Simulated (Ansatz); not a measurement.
# InH (model cell, started as zinc blende): from the cell to its phonons, part 2 of 2

The cell of InH (model cell, started as zinc blende) is at rest. What are its phonons? After the zone centre comes a 4×4×4 q mesh on a 12×12×12 k mesh.

Ansatz 0.2.0; DFT PBEsol, scalar-relativistic, plane waves, PAW.

So far. Step 2 (Zone-centre response): Before it was imposed, the acoustic sum rule was missed by 5.1e-5 eV/Å². Small misses are needed for a sound result but don't prove that mesh and cutoff are converged. The lowest optical mode is real, 273 cm⁻¹.

The structure was built from a prototype and need not be the compound's stable phase.

**3. The dispersion**

Stability and thermal properties need the whole zone. Linear response on a 4×4×4 q mesh gives force constants as far as a supercell of that size would.

input.yaml

```yaml
crystal:
  lattice:
    - [0.0, 2.5418058941, 2.5418058941]
    - [2.5418058941, 0.0, 2.5418058941]
    - [2.5418058941, 2.5418058941, 0.0]
  atoms:
    - { symbol: In, position: [0.0, 0.0, 0.0] }
    - { symbol: H, position: [0.25, 0.25, 0.25] }
kpoints:
  mp_grid: { grid: [12, 12, 12] }
hamiltonian:
  xc: pbesol
scf:
  occupations: { method: methfessel_paxton, width: 0.15 }
output:
  eigenvalues: true
phonons:
  method: dfpt
  qmesh: [4, 4, 4]
  temperatures: { t_max: 1000, t_step: 50 }
  qpath:
    path:
      - [[0.0, 0.0, 0.0], [-0.5, -0.5, 0.0], [-0.375, -0.375, 0.25]]
      - [[-0.375, 0.0, 0.375], [0.0, 0.0, 0.0], [0.0, 0.0, 0.5], [-0.5, -0.25, 0.25], [-0.5, -0.5, 0.0]]
    npoints: 10
```

Launch:

```bash
$ ansatz run input.yaml --threads 4 --pin off --max-ram 7168MiB --backend cpu --events-out ev --progress --plain --runs-dir out
```

Numbers of over 12 decimals in the logs are rounded to 6 here.

The log of the run:

```text
Warning: phonons: the dynamical matrix that this run interpolates holds no multipole term above the dipole-dipole one, and a site of this crystal is no centre of inversion, so its interpolated transverse optical and acoustic branches and sound speeds can stay off near Gamma, and the density of states and the thermodynamics with them. What a run solves at a wave vector of phonons.qpoints, Gamma apart, where the deck admits one, is free of this, and under fd what a larger phonons.supercell samples
[...]
Crystal: 2 atoms, lattice volume = 32.844 Å³
Basis set: ecut = 420 eV, 645 PW (Γ), exchange–correlation on 50×50×50 points (8 copies of the dense FFT grid, shifted against one another)
Bands: 11, of which v1, the nominal top of the filled ones, is band 7 counted from 1 (6 counted from 0)
Symmetry: 24 space group operations
k-points: 72 of 1728 (time reversal used)
[...]
SCF iter   1: F=—  HF=-5540.187460 eV  |F-HF|=—  |Δ(HF+E_count)|=         —  Δρ=8.97e-3  dr2=2.86e-2  ethr=1.77e-3  ⟨swp⟩=4.9  Hψ=4642  notcnv=0
[...]
SCF iter   9: F=-5540.176165 eV  HF=-5540.176165 eV  |F-HF|=8.19e-12  |Δ(HF+E_count)|=  1.41e-10  S|Δr|=    0.00e0  Δρ=1.34e-7  dr2=4.86e-12  ethr=1.00e-12  ⟨swp⟩=5.1  Hψ=3676  notcnv=0
SCF 1 converged in 9 iterations: F = -5540.176165 eV  dr2 = 4.86e-12
[...]
iter 1 solved again at ethr=1.37e-7 eV; its pass at ethr=3.10e-3 eV (dr2=1.91e-5 eV) is discarded
SCF iter   1: F=—  HF=-5540.176165 eV  |F-HF|=—  |Δ(HF+E_count)|=         —  Δρ=1.11e-6  dr2=2.05e-10  ethr=1.37e-7  ⟨swp⟩=2.8  Hψ=6495  notcnv=0
eigensolver tolerance schedule: the retry pair's looser diagonalisation over-reported the residual by 93369.80 of it (diagonalisation noise at an unbounded share of the residual, at the tolerance the schedule requests for it); recorded, not acted on — ethr = c·dr2/N_el stays at c = 1.0e-1
[...]
SCF iter   2: F=—  HF=-5540.176165 eV  |F-HF|=—  |Δ(HF+E_count)|=   3.98e-7  S|Δr|=    0.00e0  Δρ=1.17e-6  dr2=2.86e-10  ethr=1.46e-12  ⟨swp⟩=3.1  Hψ=1799  notcnv=0
[...]
SCF iter   5: F=-5540.176165 eV  HF=-5540.176165 eV  |F-HF|=7.28e-12  |Δ(HF+E_count)|=  9.09e-12  S|Δr|=    0.00e0  Δρ=2.03e-7  dr2=7.10e-12  ethr=1.00e-12  ⟨swp⟩=2.6  Hψ=2176  notcnv=0
SCF 2 converged in 5 iterations: F = -5540.176165 eV  dr2 = 7.10e-12
phonons: the bands overlap, so this run is a metal and interpolates without the dipole-dipole term. If the crystal is really an insulator or semiconductor, its LO-TO splitting is missing
NSCF: frozen V_eff on 72 k-points
WARN: eigensolver did not converge in 2 slots of this pass, the one above among them; of largest residual over every band (k=8): 1 band(s) unlocked (lowest unlocked band 10, counted from 0; max residual 2.42e-6 eV among the unlocked bands, 2.42e-6 eV over every band); of lowest unlocked band (k=8): band 10
[...]
DFPT response loops at q = (0, 0, 0) (fractional): preconditioner auto → Kerker (q_TF=auto, 2.367 Å⁻¹) (partly filled bands, converged f_vac=0.000); β = 1.00, the filter's whole step (`scf.mixing.beta` (0.50) is not read by the response loops under this deck's `scf.mixing.preconditioner`; to damp them name `kerker` or `kerker_dos`, under which they read `scf.mixing.beta`, and type it under 1.00, their step now; both keys bind the ground state too); Broyden in place of MSR1
[...]
SCF converged after 9 iterations
[...]
Free energy (F): -5540.176165 eV
[...]
Internal energy: -5540.174522 eV  (E = F + TS)
E sigma→0 (E₀):  -5540.175754 eV
Entropy (-TS):   -0.001643 eV (-0.821 meV/atom)
Fermi energy:    8.131006 eV
[...]
--- Band table (eV; the first three rows and the last of 72) ---
  k-point 0: bands = [... 3 lower, -6.4097, -6.4097, -2.0225, 10.9981, 16.1231, 16.1231, 16.1231, 18.8367]
  k-point 1: bands = [... 3 lower, -6.4102, -6.4102, -1.8996, 10.7914, 14.8528, 15.8517, 15.8517, 19.2289]
  k-point 2: bands = [... 3 lower, -6.4072, -6.4072, -1.5301, 9.9493, 13.3851, 15.3244, 15.3244, 19.8361]
  k-point 71: bands = [... 3 lower, -6.3787, -6.3098, 3.2781, 5.2084, 7.5889, 8.7532, 16.1811, 18.9257]
--- Phonons (Γ-DFPT): 2 representative perturbations + reference (Σ response iterations 6) ---
  ASR residual: 3.682e-5 → 0.000e0 eV/Å²; symmetrization residual: 1.469e-7 eV/Å²
  ASR residual per site (eV/Å²): 3.68e-5 8.54e-6
  Γ frequencies (cm⁻¹): 0.00 0.00 0.00 273.33 273.33 273.33
--- Phonons (arbitrary-q DFPT): 8 irreducible q on the 4×4×4 mesh ---
  q = [0.0000, 0.0000, 0.0000] (star 1, of the zone-centre solve; hermiticity 1.07e-6, symmetrization 4.64e-11): -0.00 -0.00 -0.00 273.33 273.33 273.33
  q = [0.0000, 0.0000, 0.2500] (star 8, 2 solved perturbations on 936 of 1728 k-point pairs; hermiticity 6.82e-7, symmetrization 8.36e-12): -205.66 -52.43 -52.43 104.93 201.61 201.61
[...]
q = [0.0000, 0.2500, 0.2500] (star 6, 4 solved perturbations in 1608 linear systems a pass and spin channel, the states on 510 of 1728 k-point pairs; hermiticity 2.14e-7, symmetrization 1.40e-12): -99.92 -99.92 67.85 186.56 186.56 206.57
[...]
sum rule: each row above includes the acoustic sum rule's correction from the zone centre's row sums; it moved no ω² by more than (1.52 cm⁻¹)²
  mesh force constants: q→R imaginary residual 2.16e-18; ASR residual 3.682e-5 → 0.000e0 eV/Å²; symmetrization residual 3.331e-16 eV/Å²
  interpolated dispersion: 62 rows × 6 modes
  density of states and harmonic sums: on the 24×24×24 q-mesh, interpolated from the force constants of a 4×4×4 supercell (no non-analytic term)
  largest difference from the sums on the solved wave vectors: F 3.55e-2 eV, S 4.15e-5 and C_V 1.37e-5 eV/K
  zero-point energy: 0.029853 eV/cell   skipped modes (ω ≤ 0): 1093, of them read as no rigid motion or as one in doubt: 1090 (2.649e0 modes/cell left out, lowest -828.85 cm⁻¹)   left out of the sums: 4.42e-1 of the cell's modes: C_V's classical limit lies that fraction below 3 k_B per atom; for a crystal, a wire or a layer, F and S can be off by more, and a phonons.interpolated_qmesh denser along its periods is the remedy for the sampling
```

It took 4.7 min on 4 threads of Arm Neoverse N1, shared host; peak memory 1.8 GiB; 15 min of CPU time.

Numbers from this step:

```
sum-rule residual before enforcement                    : 3.68e-5 eV/Å²
lowest frequency on the path                            : -828.9 cm⁻¹
highest frequency on the path or at a solved wavevector : 353.9 cm⁻¹
lowest mode on the q mesh (acoustic modes at Γ apart)   : -828.9 cm⁻¹
```

Frequencies (cm⁻¹) solved at each irreducible wavevector; negative means imaginary. Frequencies by wavevector, by row:

```
q in reciprocal lattice units  star  mode 1  mode 2  mode 3  mode 4  mode 5  mode 6
                        0 0 0     1       0       0       0   273.3   273.3   273.3
                     0 0 0.25     8  -205.7   -52.4   -52.4   104.9   201.6   201.6
                     0 0 -0.5     4  -828.9   -71.6   -71.6   101.8   208.1   208.1
                  0 0.25 0.25     6   -99.9   -99.9    67.8   186.6   186.6   206.6
                  0 0.25 -0.5    24  -641.9  -226.9    -9.9    90.5   108.7     245
                 0 0.25 -0.25    12  -470.1   -55.2    25.8    77.1   245.8   246.9
                  0 -0.5 -0.5     3  -828.9    -330    -330      82   109.6   109.6
              0.25 -0.5 -0.25     6  -559.3  -382.5   -51.7    90.3    93.7     113
```

Interpolated from a 4×4×4 q mesh. Phonon branches along the path, in cm⁻¹:

```csv
point,branch 1,branch 2,branch 3,branch 4,branch 5,branch 6
Γ,0,0,0,273,273,273
halfway,-100,-100,68,187,187,207
X,-829,-330,-330,82,110,110
halfway,-771,-332,-288,78,103,111
U,-603,-293,-288,69,96,101
jump to K,-603,-293,-288,69,96,101
halfway,-311,-40,36,79,265,283
Γ,0,0,0,273,273,273
halfway,-206,-52,-52,105,202,202
L,-829,-72,-72,102,208,208
halfway,-655,-107,-36,99,126,231
W,-559,-382,-52,90,94,113
halfway,-723,-335,-235,70,104,108
X,-829,-330,-330,82,110,110
```

The phonon branches as a text plot (rows in cm⁻¹):

```
    329 |  ****                     *    *
    280 |**                    ***** **** *         **
    231 |  *****             **  ****    ***    ****  *
    181 |      **                           ****  **** *
    132 |        ********   *    *                    * *********
     83 |      ******************           *********************
     34 | *****                *******   **             *
    -16 |***                 **  ***********        ***
    -65 |   ***              **** **       **********    ***
   -114 |      *            *    *                   ****
   -164 |       *                                      *    *
   -213 |        *         **               *                *
   -262 |         **    **                              *     *
   -311 |       *   *******     *                             ***
   -361 |                  *                             *****
   -410 |                      *             *
   -459 |                  ****
   -509 |
   -558 |        *                                      ****
   -607 |                 *                   *        *
   -656 |                *                            *     *
   -706 |         **    *                      *     *       *
   -755 |              *                            *         *
   -804 |           ***                         ****           **
         Γ           X  U|K            Γ         L        W     X
```

The phonon density of states has structure finer than the step of the table below, so its rows give means over 25 cm⁻¹, whole bins alone (the curve runs from -835 to 355 cm⁻¹). Peaks (cm⁻¹: height): -45.0: 0.0124, 35.0: 0.00951, 95.0: 0.0420.

Tetrahedra on a 24×24×24 mesh, mean over bins of 10 cm-1. Interpolated from a 4×4×4 q mesh. Phonon density of states against wavenumber; means over each step:

```csv
wavenumber (cm⁻¹),phonon density of states (1/cm⁻¹/cell)
-800,5.5e-4
-775,8.4e-4
-750,0.00110
-725,0.00138
-700,0.00171
-675,0.00214
-650,0.00292
-625,0.00355
-600,0.00344
-575,0.00336
-550,0.00318
-525,0.00236
-500,0.00194
-475,0.00145
-450,9.0e-4
-425,7.3e-4
-400,6.4e-4
-375,0.00101
-350,0.00176
-325,0.00371
-300,0.00329
-275,0.00308
-250,0.00319
-225,0.00318
-200,0.00323
-175,0.00347
-150,0.00397
-125,0.00502
-100,0.00753
-75,0.0106
-50,0.0112
-25,0.00729
0,0.00461
25,0.00759
50,0.00612
75,0.0215
100,0.0279
125,0.0114
150,0.00752
175,0.00762
200,0.00876
225,0.00888
250,0.00837
275,0.00838
300,0.00577
325,0.00156
```

The partial phonon density of states has structure finer than the step of the table below, so its rows give means over 25 cm⁻¹, whole bins alone (the curve runs from -831 to 376 cm⁻¹). Peaks (cm⁻¹: height): H -603.4: 0.00397, -307.4: 0.00389, -208.7: 0.00367, 239.2: 0.00859, 269.5: 0.0085; In -49.3: 0.0108, 94.9: 0.0313.

Phonopy on the run's constants, 19x19x19 mesh, Gaussian sigma 8.6 cm-1. Interpolated from a 4×4×4 q mesh. Partial phonon density of states against wavenumber; means over each step; values in 1/cm⁻¹/cell:

```
wavenumber (cm⁻¹)        H       In
             -800   5.8e-4        0
             -775   8.4e-4        0
             -750  0.00112        0
             -725  0.00153        0
             -700  0.00148        0
             -675  0.00238   8.2e-6
             -650  0.00285   1.0e-5
             -625  0.00328   1.0e-5
             -600  0.00360   1.0e-5
             -575  0.00311   1.0e-5
             -550  0.00320   1.0e-5
             -525  0.00224   1.0e-5
             -500  0.00192   1.0e-5
             -475  0.00154   1.0e-5
             -450   9.5e-4   8.7e-6
             -425   7.3e-4   5.2e-6
             -400   6.8e-4   1.1e-5
             -375  0.00106   3.1e-5
             -350  0.00181   7.5e-5
             -325  0.00337   1.9e-4
             -300  0.00348   2.3e-4
             -275  0.00256   2.3e-4
             -250  0.00259   3.0e-4
             -225  0.00266   4.0e-4
             -200  0.00340   7.0e-4
             -175  0.00227   7.1e-4
             -150  0.00238  0.00135
             -125  0.00237  0.00228
             -100  0.00261  0.00505
              -75  0.00205  0.00837
              -50  0.00114   0.0104
              -25   4.0e-4  0.00716
                0   1.1e-4  0.00339
               25   2.3e-4  0.00766
               50   2.9e-4  0.00740
               75   6.7e-4   0.0202
              100  0.00171   0.0259
              125  0.00288  0.00892
              150  0.00361  0.00350
              175  0.00548  0.00223
              200  0.00713  0.00143
              225  0.00792   8.2e-4
              250  0.00779   4.6e-4
              275  0.00799   3.0e-4
              300  0.00560   1.3e-4
              325  0.00195   2.9e-5
              350   2.5e-4   6.0e-8
```

Second derivatives of the energy by pair, one row for each kind of neighbour of each atom listed. Each entry sums the pair over the periodic images of the supercell that the q mesh stands for, and in a polar crystal it holds the long-range dipole part too. Force constants by pair, by row:

```
atom  neighbour  distance (Å)  third of the trace (eV/Å²)  along the pair's line (eV/Å²)
 In1     itself             0                       1.591                              –
 In1          H         2.201                     -0.0451                        -0.5321
 In1         In         3.595                     -0.0762                        -0.3663
 In1          H         4.215                     -0.0228                        -0.0403
 In1         In         5.084                     -0.0095                         0.0138
 In1          H          5.54                     -0.0072                        -0.0449
 In1         In         6.226                     -0.0249                        -0.0319
 In1          H         6.604                      0.0125                         0.0219
 In1          H         6.604                     -0.0055                        -0.0019
  H2     itself             0                     -0.3386                              –
  H2         In         2.201                     -0.0451                        -0.5321
  H2          H         3.595                      0.0754                         0.3061
  H2         In         4.215                     -0.0228                        -0.0403
  H2          H         5.084                     -0.0054                        -0.0031
  H2         In          5.54                     -0.0072                        -0.0449
  H2          H         6.226                       0.001                        -0.0224
  H2         In         6.604                      0.0125                         0.0219
  H2         In         6.604                     -0.0055                        -0.0019
```

Symmetry leaves 8 wavevectors to solve. The lowest mode among them, the acoustic zeros apart, lies at q = (0, 0, -0.5) and is imaginary, 828.9i cm⁻¹, so the energy falls along it.

**4. Another isotope, element H, natural mass 1.008 amu**

An isotope changes the mass and not the force constants, so no new electronic calculation is needed; the shifts show which modes move this element.

The same force constants with the mass of H changed from 1.008 to 2.014 u (phonopy, no LO-TO term). Both lists are sorted by frequency; levels can cross, so a row need not hold one and the same mode. Modes under 3 cm⁻¹ are left out. Isotope shifts, by row:

| q | rank | natural mass (cm⁻¹) | changed mass (cm⁻¹) |
| --- | --- | --- | --- |
| 0 0 0 | 4 | 273.3 | 194.2 |
| 0 0 0 | 5 | 273.3 | 194.2 |
| 0 0 0 | 6 | 273.3 | 194.2 |
| 0 0 0.25 | 1 | -205.7 | -152.8 |
| 0 0 0.25 | 2 | -52.43 | -50.15 |
| 0 0 0.25 | 3 | -52.43 | -50.15 |
| 0 0 0.25 | 4 | 104.9 | 99.89 |
| 0 0 0.25 | 5 | 201.6 | 149.1 |
| 0 0 0.25 | 6 | 201.6 | 149.1 |
| 0 0 -0.5 | 1 | -828.9 | -586.9 |
| 0 0 -0.5 | 2 | -71.59 | -67.18 |
| 0 0 -0.5 | 3 | -71.59 | -67.18 |
| 0 0 -0.5 | 4 | 101.8 | 101.7 |
| 0 0 -0.5 | 5 | 208.1 | 156.9 |
| 0 0 -0.5 | 6 | 208.1 | 156.9 |
| 0 0.25 0.25 | 1 | -99.92 | -89.15 |
| 0 0.25 0.25 | 2 | -99.92 | -89.15 |
| 0 0.25 0.25 | 3 | 67.85 | 67.84 |
| 0 0.25 0.25 | 4 | 186.6 | 146.1 |
| 0 0.25 0.25 | 5 | 186.6 | 147.9 |
| 0 0.25 0.25 | 6 | 206.6 | 147.9 |

A mode of this element alone would shift by -29.26 %. The highest zone-centre frequency without the field goes from 273.3 to 194.2 cm⁻¹ (-28.9 %). The product of the frequency ratios over all optical modes at Γ is 0.359; the product rule, (m/m′)^(3k/2) (M′/M)^(3/2) with k = 1 such atoms and M the mass of the cell, gives 0.359.

**5. Isotope substitution, element In, natural mass 114.818 amu**

The same for In, from 114.82 to 112.90 u.

The same force constants with the mass of In changed from 114.818 to 112.904 u (phonopy, no LO-TO term). Both lists are sorted by frequency; levels can cross, so a row need not hold one and the same mode. Modes under 3 cm⁻¹ are left out. Isotope shifts, by row:

```
          q  rank  natural mass (cm⁻¹)  changed mass (cm⁻¹)
      0 0 0     4                273.3                273.4
      0 0 0     5                273.3                273.4
      0 0 0     6                273.3                273.4
   0 0 0.25     1               -205.7               -205.9
   0 0 0.25     2               -52.43               -52.83
   0 0 0.25     3               -52.43               -52.83
   0 0 0.25     4                104.9                105.7
   0 0 0.25     5                201.6                201.8
   0 0 0.25     6                201.6                201.8
   0 0 -0.5     1               -828.9               -828.9
   0 0 -0.5     2               -71.59                -72.1
   0 0 -0.5     3               -71.59                -72.1
   0 0 -0.5     4                101.8                102.7
   0 0 -0.5     5                208.1                208.4
   0 0 -0.5     6                208.1                208.4
0 0.25 0.25     1               -99.92               -100.5
0 0.25 0.25     2               -99.92               -100.5
0 0.25 0.25     3                67.85                68.42
0 0.25 0.25     4                186.6                  187
0 0.25 0.25     5                186.6                  187
0 0.25 0.25     6                206.6                206.6
```

A mode of this element alone would shift by +0.84 %. The highest zone-centre frequency without the field goes from 273.3 to 273.4 cm⁻¹ (+0.0 %). The product of the frequency ratios over all optical modes at Γ is 1.000; the product rule, (m/m′)^(3k/2) (M′/M)^(3/2) with k = 1 such atoms and M the mass of the cell, gives 1.000.

**6. Outcome**

| Quantity | Value |
| --- | --- |
| space group (within 0.01 Å) | F-43m |
| volume per atom | 16.4 Å³ |
| electronic character | no gap on this mesh |
| highest optical mode at the zone centre (no LO-TO term) | 273 cm⁻¹ |
| lowest optical zone-centre mode | 273 cm⁻¹ |
| lowest mode on the q mesh (acoustic modes at Γ apart) | -829 cm⁻¹ |
| highest frequency on the path or at a solved wavevector | 354 cm⁻¹ |
| imaginary modes on the 4×4×4 q mesh | yes |

In words: Modes are clearly imaginary (beyond 10i cm⁻¹) at 7 of the 8 irreducible wavevectors, most at q = (0, -0.5, -0.5) (828.9i cm⁻¹), so this structure is not a minimum of the energy. The optical modes at Γ form one degenerate level at 273 cm⁻¹. The highest mode in this list at Γ, 273.3 cm⁻¹, is mostly motion of H (99 % of the kinetic energy). With no gap, or one that is small against the smearing, the frequencies hang on the k mesh and the smearing, most of all near Kohn anomalies. A phonon run warned that its eigensolver left some bands unconverged in a pass. The starting cell was built on a prototype and not taken from a measurement, so the phase need not exist. These are harmonic frequencies at zero temperature: anharmonic shifts, linewidths and thermal expansion are left out.

[Logs are printed without paths, hosts, clocks, repeated set-up lines and the standing remarks that a program may print on its own settings, such as how far it seeks lower states.]

[Hosts, paths, dates, database ids (printed as entryN), source tags and the programs' standing remarks are cut or masked in the printed files.]
